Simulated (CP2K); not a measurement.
Two runs for the C K edge of 2-isocyanopyrrole. Run A: CP2K XAS_TDP, all-electron GAPW, PBEh(45%), aug-cc-pVDZ, TDA, no relativity. Run B differs in one setting.

First lines with a strength over 0.0015. A:

| atom | energy (eV) | states | strength, one atom |
| --- | --- | --- | --- |
| C1 (bonded to N) | 281.45 | 1 | 0.0730 |
|  | 281.61 | 1 | 0.0650 |
|  | 287.40 | 1 | 0.0065 |
|  | 287.43 | 1 | 0.0017 |
|  | 288.35 | 1 | 0.0038 |
| C3 (bonded to C and 2 N) | 283.81 | 1 | 0.0422 |
|  | 286.16 | 1 | 0.0072 |
|  | 286.65 | 1 | 0.0024 |
|  | 287.24 | 1 | 0.0051 |
|  | 287.63 | 1 | 0.0141 |
| C4 (bonded to 2 C and H) | 281.87 | 1 | 0.0452 |
|  | 284.45 | 1 | 0.0084 |
|  | 284.47 | 1 | 0.0054 |
|  | 285.03 | 1 | 0.0048 |
|  | 285.14 | 1 | 0.0025 |
| C5 (bonded to 2 C and H) | 282.31 | 1 | 0.0500 |
|  | 283.46 | 1 | 0.0036 |
|  | 284.20 | 1 | 0.0081 |
|  | 284.89 | 1 | 0.0025 |
|  | 285.45 | 1 | 0.0021 |
| C6 (bonded to C, N and H) | 282.50 | 1 | 0.0513 |
|  | 284.88 | 1 | 0.0114 |
|  | 285.54 | 1 | 0.0031 |
|  | 285.86 | 1 | 0.0034 |
|  | 286.49 | 1 | 0.0028 |

B:

| atom | energy (eV) | states | strength, one atom |
| --- | --- | --- | --- |
| C1 (bonded to N) | 281.20 | 1 | 0.0776 |
|  | 281.33 | 1 | 0.0694 |
|  | 287.17 | 1 | 0.0021 |
|  | 288.74 | 1 | 0.0016 |
|  | 290.36 | 1 | 0.0190 |
| C3 (bonded to C and 2 N) | 283.55 | 1 | 0.0462 |
|  | 286.01 | 1 | 0.0075 |
|  | 287.17 | 1 | 0.0049 |
|  | 287.29 | 1 | 0.0113 |
|  | 287.64 | 1 | 0.0176 |
| C4 (bonded to 2 C and H) | 281.55 | 1 | 0.0480 |
|  | 284.25 | 1 | 0.0056 |
|  | 284.77 | 1 | 0.0128 |
|  | 285.03 | 1 | 0.0091 |
|  | 286.15 | 1 | 0.0076 |
| C5 (bonded to 2 C and H) | 281.99 | 1 | 0.0530 |
|  | 283.21 | 1 | 0.0036 |
|  | 284.68 | 1 | 0.0166 |
|  | 285.35 | 1 | 0.0036 |
|  | 285.90 | 1 | 0.0045 |
| C6 (bonded to C, N and H) | 282.21 | 1 | 0.0544 |
|  | 285.29 | 1 | 0.0210 |
|  | 285.36 | 1 | 0.0032 |
|  | 286.18 | 1 | 0.0075 |
|  | 286.88 | 1 | 0.0025 |

Question: Which was it: the basis, scalar relativity switched on, the functional, GW2X switched on?

The basis (basis from aug-cc-pVDZ to pc-1; the lines alone don't name the new value). A basis moves diffuse and continuum lines far more than the leading valence line. Against PBEh(45%) in aug-cc-pVDZ, the leading lines move by -0.25 eV (C1, to 281.20), -0.26 eV (C3, to 283.55), -0.32 eV (C4, to 281.55), -0.32 eV (C5, to 281.99) and -0.29 eV (C6, to 282.21); the strength of C1's goes from 0.0730 to 0.0776.

[Hosts, paths, dates, database ids (printed as entryN), source tags and the programs' standing remarks are cut or masked in the printed files.]
